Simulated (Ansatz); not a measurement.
**Re (P6_3/mmc): the Drude term of Re ε in the infrared**

Re ε of Re (P6_3/mmc) along x at low photon energies is read from one computed spectrum; the carriers' damping was typed as γ = 0.03 eV. x, y and z are the Cartesian axes of the input cell.

It takes space group P6_3/mmc (No. 194, hexagonal). The conventional cell has a = 2.761 Å, b = 2.761 Å, c = 4.458 Å, α = 90.00°, β = 90.00°, γ = 120.00°. Re on site c has 12 Re at 2.74 to 2.76 Å as nearest neighbours.

Method: Ansatz 0.2.0, PBE, independent particles, k-mesh 15×15×8 with interpolation inside its cells, Gaussian parameter 0.1 eV.

Launch of the response step: `ansatz run input.yaml --threads 4 --pin off --max-ram 8192MiB --backend cpu --events-out ev --progress --plain --runs-dir out`. The run took 70 s, on 4 threads of Intel(R) Xeon(R) Platinum 8488C (Sapphire Rapids), with other jobs on the host.

```
photon energy E (eV)  wavelength (µm)    Re ε
                0.25             4.96  -666.1
                0.30             4.13  -451.9
                0.35             3.54  -330.0
                0.40             3.10       ?
                0.50             2.48  -181.7
                0.60             2.07  -130.3
                0.70             1.77   -90.8
```

A Drude term over a constant background gives Re ε = ε_b − ωp²/(E² + γ²), linear in 1/(E² + γ²).

Working, on the rows shown:

| x = 1/(E² + γ²) (eV⁻²) | y = Re ε |
| --- | --- |
| 15.7729 | -666.1 |
| 11.0011 | -451.9 |
| 8.10373 | -330 |
| 3.98565 | -181.7 |
| 2.77085 | -130.3 |
| 2.03707 | -90.8 |

Means: x̄ = 7.2785, ȳ = -308.47. Σ(x − x̄)(y − ȳ) = -5951, Σ(x − x̄)² = 145.3. Slope = -5951 / 145.3 = -40.95; intercept = ȳ − slope · x̄ = -10.418. The line misses the rows shown by at most 12.

Fill in the last column of the withheld row.

At x = 6.215 the line gives y = -264.92. The run gave -258.1, so the interpolation is off by 6.8, 1.2 % of the range in the table.

Refitted with all rows, the slope is -40.99 and the intercept -9.1412. These give ωp = √(−slope) = 6.40 eV, against 7.00 eV from the program's Fermi-surface sum, and an intercept of -9.1. Taking the program's Drude term off the rows leaves 106 at the lowest energy and 9 at the highest, so the background isn't constant: interband transitions lie in or near the window, and neither fitted number can be trusted. The values come from a sum over the points of one k-mesh and carry its error, which is largest for Fermi-surface quantities. Spin-orbit coupling is left out.

[Logs are printed without paths, hosts, clocks, repeated set-up lines and the standing remarks that a program may print on its own settings, such as how far it seeks lower states.]
